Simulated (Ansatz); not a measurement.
# ZnSe (Stilleite): the G0W0 gap against the k mesh

Aim: the G0W0 gap of ZnSe (Stilleite) on a series of meshes, at fixed bands and cutoff.

Method: G0W0 on PBE, plane waves, PAW; PAW set soft_1, in Ansatz 0.2.0.

## (1) The system as given

The structure is cubic, space group F-43m (No. 216). The conventional cell has a = 5.668 Å, b = 5.668 Å, c = 5.668 Å, α = 90.00°, β = 90.00°, γ = 90.00°. Nearest to Zn lie 4 Se at 2.45 Å. Nearest to Se lie 4 Zn at 2.45 Å. Farther neighbours, and contacts between anions beyond the nearest, are not listed.

Coordinates:

```cif
data_structure
_symmetry_space_group_name_H-M 'P 1'
_symmetry_Int_Tables_number 1
_cell_length_a 4.0076
_cell_length_b 4.0076
_cell_length_c 4.0076
_cell_angle_alpha 60.000
_cell_angle_beta 60.000
_cell_angle_gamma 60.000
_cell_volume 45.51
loop_
_atom_site_label
_atom_site_type_symbol
_atom_site_fract_x
_atom_site_fract_y
_atom_site_fract_z
_atom_site_occupancy
Zn1 Zn 0.00000 0.00000 0.00000 1
Se2 Se 0.25000 0.25000 0.25000 1
```

The cell and positions come from the Crystallography Open Database and are kept as given unless a step says otherwise.

## (2) The 4×4×4 mesh

G0W0 replaces the xc potential by the self-energy, built once from these orbitals. Only a window of levels is corrected, while the sums run over the empty bands that the input names. This step takes PAW set soft_1 files.

input.yaml

```yaml
crystal:
  lattice:
    - [0.0, 2.8338, 2.8338]
    - [2.8338, 0.0, 2.8338]
    - [2.8338, 2.8338, 0.0]
  atoms:
    - { symbol: Zn, position: [0.0, 0.0, 0.0] }
    - { symbol: Se, position: [0.25, 0.25, 0.25] }
kpoints:
  mp_grid: { grid: [4, 4, 4] }
hamiltonian:
  xc: pbe
  pseudopotentials: { kind: paw, azcp: { folder: soft_1 } }
scf:
  occupations: { method: fixed }
gw:
  n_empty_bands: 103
  ecut_chi: 100
  qp_bands: [v2, c2]
  qp_kpoints: band_edges
  screening: { model: contour_deformation }
```

Command:

```console
$ ansatz run input.yaml --threads 3 --pin off --max-ram 92160MiB --backend cuda --events-out ev --progress --plain --runs-dir out --devices 1 --max-vram 13GiB
```

Standard output:

```text
GPUs: using 1 of 1 available (devices: 1).
Engine: ansatz 0.2.0, x86_64-unknown-linux-gnu
Pseudopotentials: kind: paw
Pseudopotential: Zn, paw, valence charge 12, recommended cutoff 420 eV (normal), soft_1/Zn.paw.azcp
Pseudopotential: Se, paw, valence charge 16, recommended cutoff 420 eV (normal), soft_1/Se.paw.azcp
Functional definition: PBE
  parameter kappa = 0.804
  parameter beta = 0.066725
  exchange = pbe_x(kappa = kappa, mu = beta*pi^2/3)
  correlation = pbe_c(beta = beta)
device memory: the entry about to start is reckoned to put 0.8 GiB on a device that reports 45.3 GiB free (of which the cap on the GPU budget leaves the run 13.0 GiB)
GPU FFT provider: cuFFT
GPU libraries: cuBLAS 13.8.2, cuFFT 12.4.0, cuSOLVER 12.3.4
Crystal: 2 atoms, lattice volume = 45.513 Å³
Basis set: ecut = 420 eV, 893 PW (Γ)
Bands: 18, of which v1, the nominal top of the filled ones, is band 14 counted from 1 (13 counted from 0)
Symmetry: 24 space group operations
Space group: F-43m (ITA 216), of the structure as read, at distance tolerance 3.6e-5 Å
k-points: 8 of 64 (time reversal used)
Non-local potential: Zn, projectors of the file, l = 0: 2, l = 1: 2, l = 2: 3, l = 3: 1
Non-local potential: Se, projectors of the file, l = 0: 2, l = 1: 2, l = 2: 3, l = 3: 1
PAW form: soft (Blöchl's): semilocal exchange-correlation on the pseudo side does not see the compensation charge
PAW one-centre angular grid: Zn, 590 points (default); XC on 64 Gauss nodes
PAW one-centre angular grid: Se, 590 points (default); XC on 64 Gauss nodes
Initial density: superposition of atomic densities (chi_scale 0.1, normalization cell, long waves kept (reshape's long-wave potential 0.00 eV rms))
Initial wavefunctions: pseudopotential atomic-orbital guess
GPU buffer pool allocated for 19683 grid points (all kernels)
GPU transforms: local potential and band sums: pruned to the plane-wave sphere, on 25×27×27
Functional: x = pbe(κ = 0.804, μ = 0.219515), c = pbe(β = 0.066725)
SCF iter   1: F=—  HF=-8789.797132 eV  |F-HF|=—  |Δ(HF+E_count)|=         —  Δρ=6.17e-2  dr2=1.04e0  ethr=3.10e-3  ⟨swp⟩=4.5  Hψ=693  notcnv=0  defer=9
preconditioner: auto → none  [insulator: Δε(μ)=1.156 eV  Ē_g=12.737 eV  n_scr=14 (ndim 8)  ℏωp=23.4 eV  f_vac=0.060  ε∞_Penn≈4.4]
SCF iter   2: F=—  HF=-8789.559638 eV  |F-HF|=—  |Δ(HF+E_count)|=   2.37e-1  Δρ=2.53e-2  dr2=1.92e-1  ethr=3.10e-3  ⟨swp⟩=2.9  Hψ=316  notcnv=0  defer=12
SCF iter   3: F=—  HF=-8789.476228 eV  |F-HF|=—  |Δ(HF+E_count)|=   8.34e-2  Δρ=1.25e-2  dr2=3.75e-2  ethr=6.85e-4  ⟨swp⟩=2.0  Hψ=294  notcnv=0  defer=10
SCF iter   4: F=—  HF=-8789.470631 eV  |F-HF|=—  |Δ(HF+E_count)|=   5.60e-3  Δρ=2.66e-3  dr2=1.87e-3  ethr=1.34e-4  ⟨swp⟩=2.1  Hψ=295  notcnv=0  defer=11
SCF iter   5: F=—  HF=-8789.471030 eV  |F-HF|=—  |Δ(HF+E_count)|=   3.99e-4  Δρ=9.11e-4  dr2=2.72e-4  ethr=6.68e-6  ⟨swp⟩=2.5  Hψ=243  notcnv=0  defer=12
SCF iter   6: F=—  HF=-8789.471095 eV  |F-HF|=—  |Δ(HF+E_count)|=   6.55e-5  Δρ=7.61e-5  dr2=2.17e-6  ethr=9.71e-7  ⟨swp⟩=2.0  Hψ=276  notcnv=0  defer=12
SCF iter   7: F=—  HF=-8789.471094 eV  |F-HF|=—  |Δ(HF+E_count)|=   1.01e-6  Δρ=2.97e-5  dr2=3.82e-7  ethr=7.76e-9  ⟨swp⟩=2.0  Hψ=256  notcnv=0
SCF iter   8: F=-8789.471094 eV  HF=-8789.471094 eV  |F-HF|=2.26e-8  |Δ(HF+E_count)|=   6.91e-8  Δρ=1.13e-5  dr2=3.16e-8  ethr=3.57e-10  ⟨swp⟩=5.0  Hψ=629  notcnv=0
SCF 1 converged in 8 iterations: F = -8789.471094 eV  dr2 = 3.16e-8
[...]
device memory: the entry about to start is reckoned to put 1.3 GiB on a device that reports 44.9 GiB free (of which the cap on the GPU budget leaves the run 13.0 GiB)
NSCF: frozen V_eff on 8 k-points
[...]
device memory: the entry about to start is reckoned to put 2.0 GiB on a device that reports 45.0 GiB free (of which the cap on the GPU budget leaves the run 13.0 GiB)
NSCF: frozen V_eff on 8 k-points
G₀W₀ screening: q 1/8
[... further progress lines ...]
device memory: the entry about to start is reckoned to put 0.3 GiB on a device that reports 51.6 GiB free (of which the cap on the GPU budget leaves the run 13.0 GiB)
NSCF: frozen V_eff on 1 k-points
SCF converged after 8 iterations
Free energy (F): -8789.471094 eV
Harris-Foulkes:  -8789.471094 eV  (|F-HF|=2.26e-8)
Internal energy: -8789.471094 eV  (E = F + TS)
E sigma→0 (E₀):  -8789.471094 eV
Fermi energy:    6.571547 eV
--- Per-component energies (eV) ---
  E_band       = -387.255272
  E_kinetic    = 258.605262
  E_local      = -4841.105883  (includes V_loc(G=0)·N_el)
  E_nonlocal   = 466.100587
  E_hartree    = 2239.727035
  E_xc         = -163.617565
  E_vxc        = -141.509393  (∫ρ·V_xc dr)
  E_paw        = -4028.237027  (= ΣΔE_a)
  E_vpaw       = -608.804415  (= ΣTr[D̂ρ^β])
  E_aug_tail   = -0.000658  (compensation charges beyond the density's cutoff)
  E_ewald      = -2720.942845
  E_smearing   = -0.000000  (= −TS)
  E_closure    = -0.000000  (closes the sum)
  Σ components = -8789.471094   (vs F -8789.471094, Δ=0.00e0)
--- Band table (eV; the first three rows and the last of 8) ---
  k-point 0: bands = [... 10 lower, 0.3688, 6.5715, 6.5715, 6.5715, 7.8437, 12.3580, 12.3580, 12.3580]
  k-point 1: bands = [... 10 lower, 0.3689, 3.5166, 6.0928, 6.0928, 9.3014, 12.9914, 12.9914, 13.1239]
  k-point 2: bands = [... 10 lower, 0.5286, 1.3321, 5.7003, 5.7003, 9.0970, 12.9407, 12.9407, 15.1300]
  k-point 7: bands = [... 10 lower, 0.6704, 1.8718, 3.8029, 3.9014, 12.0424, 12.1048, 13.5197, 14.2738]
--- G₀W₀: contour deformation, 7 samples at zero and on the imaginary axis and 2 off it, 64 q-points, 103 empty bands' worth ---
  eigenvalues of the whole cell's RPA ε∞ on this k-mesh (on a slab, of 1 + 4πα/V) = 13.6603, 13.6603, 13.6603; static W/v taken at q = 0 is 0.073205
  gw.qp_kpoints: band_edges: 7 of 8 stored k-points solved, in 1 pass; an edge of the gap read off the rows below is read off those points alone
    valence top: of the k-points left out ik 5 came nearest to being solved in a further pass, in band 14 (counted from 1, as in the quasiparticle table): it holds the edge there only if its correction is more favourable than any solved in that band by at least 0.913 eV; those differ by 0.094 eV
    conduction bottom: of the k-points left out ik 5 came nearest to being solved in a further pass, in band 15 (counted from 1, as in the quasiparticle table): it holds the edge there only if its correction is more favourable than any solved in that band by at least 2.429 eV; those differ by 0.423 eV
    ik  band        ε_KS         Σx   Σc(E_QP)       V_xc       Z   E_QP_lin       E_QP  E_QP is
     0    13      6.5715   -21.9636     2.4428   -18.8638  0.7525     5.8972     5.9146  root
     0    14      6.5715   -21.9636     2.4428   -18.8638  0.7525     5.8972     5.9146  root
     0    15      7.8437    -9.5176    -3.9298   -13.8337  0.7765     8.2346     8.2299  root
     0    16     12.3580    -6.9147    -4.4532   -11.6435  0.7612    12.6362    12.6335  root
     1    13      6.0928   -21.0947     2.4820   -17.9308  0.7501     5.3914     5.4109  root
     1    14      6.0928   -21.0947     2.4820   -17.9308  0.7501     5.3914     5.4109  root
     1    15      9.3014    -8.9730    -4.0663   -13.4090  0.7717     9.6756     9.6712  root
     1    16     12.9914    -7.1678    -4.5731   -12.0171  0.7544    13.2702    13.2677  root
     2    13      5.7003   -20.4469     2.5436   -17.2019  0.7474     4.9776     4.9990  root
     2    14      5.7003   -20.4469     2.5436   -17.2019  0.7474     4.9776     4.9990  root
     2    15      9.0970    -8.7963    -4.0069   -13.1475  0.7742     9.4450     9.4413  root
     2    16     12.9407    -7.1338    -4.4428   -11.7934  0.7571    13.1591    13.1575  root
     3    13      5.3176   -19.9885     2.6049   -16.6585  0.7445     4.5687     4.5926  root
     3    14      5.3176   -19.9885     2.6049   -16.6585  0.7445     4.5687     4.5926  root
[...]
6    16     10.0193    -8.9177    -3.8985   -13.0644  0.7721    10.2693    10.2674  root
     7    13      3.8029   -20.3803     3.2830   -16.2508  0.7261     2.9146     2.9564  root
     7    14      3.9014   -16.7546     2.6220   -13.3882  0.7318     3.1279     3.1569  root
     7    15     12.0424    -8.0674    -3.9883   -12.1054  0.7645    12.0922    12.0921  root
     7    16     12.1048   -10.1055    -4.7342   -15.4024  0.7432    12.6814    12.6676  root
```

It took 11 s on 1 × NVIDIA H100 80GB HBM3 (shared by 6 runs) with 3 threads of AMD EPYC 7R13 (Zen 3), shared host; peak memory 1 GiB.

This step gave:

```
bands summed                                 : 117
RPA ε∞ on this mesh (eigenvalues)            : 13.66, 13.66, 13.66
plane waves in the screening matrix          : 113
q-points in the mesh                         : 64
G0W0 gap on the mesh                         : 2.315 eV
k of the valence top                         : 0, 0, 0
k of the conduction bottom                   : 0, 0, 0
starting gap on the mesh                     : 1.272 eV
Z at the valence top                         : 0.7525
Z at the conduction bottom                   : 0.7765
least direct G0W0 gap on the computed points : 2.315 eV
```

The gap on the mesh goes from 1.27 eV to 2.32 eV, a correction of +1.04 eV. Between the two edge states, bare exchange in place of the xc potential would open the gap by 7.42 eV, and correlation takes back 6.37 eV.

## (3) The 6×6×6 mesh

Only the mesh changes. It samples the long-range screening, which converges on its own terms.

Edit input.yaml of step 2 so:

```diff
@@ -9,3 +9,3 @@
 kpoints:
-  mp_grid: { grid: [4, 4, 4] }
+  mp_grid: { grid: [6, 6, 6] }
 hamiltonian:
```

Standard output:

```text
GPUs: using 1 of 1 available (devices: 1).
[...]
GPU FFT provider: cuFFT
GPU libraries: cuBLAS 13.8.2, cuFFT 12.4.0, cuSOLVER 12.3.4
Crystal: 2 atoms, lattice volume = 45.513 Å³
Basis set: ecut = 420 eV, 893 PW (Γ)
Bands: 18, of which v1, the nominal top of the filled ones, is band 14 counted from 1 (13 counted from 0)
[... 1 set-up line as in the run before ...]
[...]
k-points: 16 of 216 (time reversal used)
[...]
GPU buffer pool allocated for 19683 grid points (all kernels)
[...]
SCF iter   1: F=—  HF=-8789.866734 eV  |F-HF|=—  |Δ(HF+E_count)|=         —  Δρ=6.16e-2  dr2=1.05e0  ethr=3.10e-3  ⟨swp⟩=4.5  Hψ=1409  notcnv=0  defer=24
[...]
SCF iter   8: F=-8789.532596 eV  HF=-8789.532596 eV  |F-HF|=3.05e-8  |Δ(HF+E_count)|=   1.12e-7  Δρ=1.25e-5  dr2=3.89e-8  ethr=3.57e-10  ⟨swp⟩=3.2  Hψ=1226  notcnv=0
SCF 1 converged in 8 iterations: F = -8789.532596 eV  dr2 = 3.89e-8
[...]
0    13      6.5448   -21.8076     2.2250   -18.8852  0.7644     5.8333     5.8474  root
     0    14      6.5448   -21.8076     2.2250   -18.8852  0.7644     5.8333     5.8474  root
     0    15      7.8279    -9.8091    -3.6043   -13.8307  0.7918     8.2489     8.2452  root
     0    16     12.3510    -6.9755    -4.3436   -11.6489  0.7730    12.6836    12.6808  root
     1    13      6.2920   -21.3509     2.2611   -18.3763  0.7629     5.5633     5.5786  root
     1    14      6.2920   -21.3509     2.2611   -18.3763  0.7629     5.5633     5.5786  root
     1    15      9.0899   -10.0160    -3.6780   -14.0974  0.7847     9.4969     9.4933  root
     1    16     12.4158    -7.6970    -4.3065   -12.3082  0.7705    12.7232    12.7206  root
[...]
12    13      4.3580   -18.3308     2.6219   -14.9110  0.7447     3.5356     3.5601  root
    12    14      4.3580   -18.3308     2.6219   -14.9110  0.7447     3.5356     3.5601  root
    12    15      9.5320    -7.0757    -3.5454   -10.6440  0.7955     9.5549     9.5549  root
    12    16     10.0068    -9.0050    -3.7658   -13.0760  0.7849    10.3141    10.3120  root
[key lines of the parts left out:]
SCF converged after 8 iterations
Free energy (F): -8789.532596 eV
Fermi energy:    6.544767 eV
```

Run time: 20 s. Hardware: 1 × NVIDIA H100 80GB HBM3 (shared by 6 runs) with 3 threads; peak memory 1.1 GiB.

Numbers from this step:

| Quantity | Value |
| --- | --- |
| bands summed | 117 |
| RPA ε∞ on this mesh (eigenvalues) | 8.529, 8.529, 8.529 |
| plane waves in the screening matrix | 113 |
| q-points in the mesh | 216 |
| G0W0 gap on the mesh | 2.398 eV |
| k of the valence top | 0, 0, 0 |
| k of the conduction bottom | 0, 0, 0 |
| starting gap on the mesh | 1.283 eV |
| Z at the valence top | 0.7644 |
| Z at the conduction bottom | 0.7918 |
| least direct G0W0 gap on the computed points | 2.398 eV |

Against the run with 4×4×4 mesh, 103 empty bands, screening to 100 eV, PAW set soft_1 files, the gap moves by +0.08 eV.

## (4) The 8×8×8 mesh

Edit input.yaml of step 3 so:

```diff
@@ -9,3 +9,3 @@
 kpoints:
-  mp_grid: { grid: [6, 6, 6] }
+  mp_grid: { grid: [8, 8, 8] }
 hamiltonian:
```

Standard output:

```text
GPUs: using 1 of 1 available (devices: 1).
[...]
GPU FFT provider: cuFFT
GPU libraries: cuBLAS 13.8.2, cuFFT 12.4.0, cuSOLVER 12.3.4
Crystal: 2 atoms, lattice volume = 45.513 Å³
Basis set: ecut = 420 eV, 893 PW (Γ)
Bands: 18, of which v1, the nominal top of the filled ones, is band 14 counted from 1 (13 counted from 0)
[... 1 set-up line as in the run before ...]
[...]
k-points: 29 of 512 (time reversal used)
[...]
1    16     12.2887    -7.3848    -4.2635   -11.9710  0.7780    12.6137    12.6114  root
[...]
28    13      3.7810   -20.4321     3.2091   -16.3022  0.7376     2.8285     2.8601  root
    28    14      3.8790   -16.7665     2.5422   -13.4116  0.7432     3.0440     3.0663  root
    28    15     12.0240    -8.0712    -3.9155   -12.1142  0.7786    12.1518    12.1514  root
    28    16     12.0861   -10.1118    -4.6599   -15.4061  0.7555    12.7330    12.7204  root
[key lines of the parts left out:]
SCF converged after 8 iterations
Free energy (F): -8789.537778 eV
Fermi energy:    6.541389 eV
```

Wall time 24 s (1 × NVIDIA H100 80GB HBM3 (shared by 6 runs) with 3 threads); peak memory 1.2 GiB; 33 s of CPU time.

Read from the output:

```
bands summed                                 : 117
RPA ε∞ on this mesh (eigenvalues)            : 7.378, 7.378, 7.378
plane waves in the screening matrix          : 113
G0W0 gap on the mesh                         : 2.422 eV
k of the valence top                         : 0, 0, 0
k of the conduction bottom                   : 0, 0, 0
starting gap on the mesh                     : 1.285 eV
least direct G0W0 gap on the computed points : 2.422 eV
```

Against the run with 6×6×6 mesh, 103 empty bands, screening to 100 eV, PAW set soft_1 files, the gap moves by +0.02 eV.

## (5) The 10×10×10 mesh

Edit input.yaml of step 4 so:

```diff
@@ -9,3 +9,3 @@
 kpoints:
-  mp_grid: { grid: [8, 8, 8] }
+  mp_grid: { grid: [10, 10, 10] }
 hamiltonian:
```

Standard output:

```text
GPUs: using 1 of 1 available (devices: 1).
[...]
GPU FFT provider: cuFFT
GPU libraries: cuBLAS 13.8.2, cuFFT 12.4.0, cuSOLVER 12.3.4
Crystal: 2 atoms, lattice volume = 45.513 Å³
Basis set: ecut = 420 eV, 893 PW (Γ)
Bands: 18, of which v1, the nominal top of the filled ones, is band 14 counted from 1 (13 counted from 0)
[... 1 set-up line as in the run before ...]
[...]
k-points: 47 of 1000 (time reversal used)
[...]
1    16     12.2743    -7.2310    -4.2627   -11.8261  0.7804    12.6087    12.6067  root
[...]
46    13      3.8326   -20.1555     3.1256   -16.1135  0.7402     2.8892     2.9162  root
    46    14      3.9199   -16.9079     2.5373   -13.5506  0.7452     3.0796     3.0999  root
    46    15     11.5254    -7.7588    -3.8821   -11.7784  0.7853    11.6632    11.6629  root
    46    16     11.7551    -9.7021    -4.4307   -14.6903  0.7663    12.3204    12.3126  root
[key lines of the parts left out:]
SCF converged after 8 iterations
Free energy (F): -8789.538393 eV
Fermi energy:    6.540845 eV
```

It took 72 s on 1 × NVIDIA H100 80GB HBM3 (shared by 6 runs) with 3 threads; peak memory 1.3 GiB.

Read from the output:

| Quantity | Value |
| --- | --- |
| bands summed | 117 |
| RPA ε∞ on this mesh (eigenvalues) | 7.035, 7.035, 7.035 |
| plane waves in the screening matrix | 113 |
| G0W0 gap on the mesh | 2.426 eV |
| k of the valence top | 0, 0, 0 |
| k of the conduction bottom | 0, 0, 0 |
| starting gap on the mesh | 1.285 eV |
| least direct G0W0 gap on the computed points | 2.426 eV |

Against the run with 8×8×8 mesh, 103 empty bands, screening to 100 eV, PAW set soft_1 files, the gap moves by +0.004 eV.

## (6) The meshes together

Times are wall times on 1 × NVIDIA H100 80GB HBM3 (shared by 6 runs) with 3 threads of AMD EPYC 7R13 (Zen 3), shared host, good to a factor of about two.

| mesh | points | irreducible | start (eV) | G0W0 (eV) | shift (eV) | RPA ε∞ (mean) | time |
| --- | --- | --- | --- | --- | --- | --- | --- |
| 4×4×4 | 64 | 8 | 1.272 | 2.315 | +1.043 | 13.66 | 11 s |
| 6×6×6 | 216 | 16 | 1.283 | 2.398 | +1.115 | 8.53 | 20 s |
| 8×8×8 | 512 | 29 | 1.285 | 2.422 | +1.137 | 7.38 | 24 s |
| 10×10×10 | 1000 | 47 | 1.285 | 2.426 | +1.142 | 7.04 | 72 s |

## (7) Results

| Property | Result |
| --- | --- |
| 4×4×4 | 2.315 eV (shift +1.043) |
| 6×6×6 | 2.398 eV (shift +1.115) |
| 8×8×8 | 2.422 eV (shift +1.137) |
| 10×10×10 | 2.426 eV (shift +1.142) |
| settings | PBE start, 103 empty bands, 100 eV |

**Reading.** The shift is +1.04 eV on 4×4×4 and +1.14 eV on 10×10×10; the last step moves it by +0.004 eV. The RPA ε∞ (mean) ranges from 7.04 to 13.66 and ends at 7.04; the coarsest mesh overstates it. From 64 to 1000 points the time grows 6.9-fold. Bands and cutoff are modest here, so the values stand short of the basis limit. The many-body steps are scalar-relativistic: spin-orbit coupling is not in them.

[Long decimals in the printed logs are rounded to 6 places.]

[Logs are printed without paths, hosts, clocks, repeated set-up lines and the standing remarks that a program may print on its own settings, such as how far it seeks lower states.]

[Paths, hosts, dates, memory and timing lines, banners, echoed tables and standing remarks are left out of the program output; an Ansatz launch command may be rebuilt from the run's recorded settings. Measured values are a selection of at most five: reports struck by readers or far from the other reports are left out. None is set beside runs whose start may be inverted or whose files or cutoffs have a known fault.]

[Runs of the session that timed out or met a known fault of the program may be left out.]

[Cells called generated may have been cut or substituted from an entry of the Crystallography Open Database or the Materials Project.]

[Hosts, paths, dates, database ids (printed as entryN), source tags and the programs' standing remarks are cut or masked in the printed files.]

[Where the starting crystal was built by hand or by swapping elements, it need not be the compound's stable phase.]
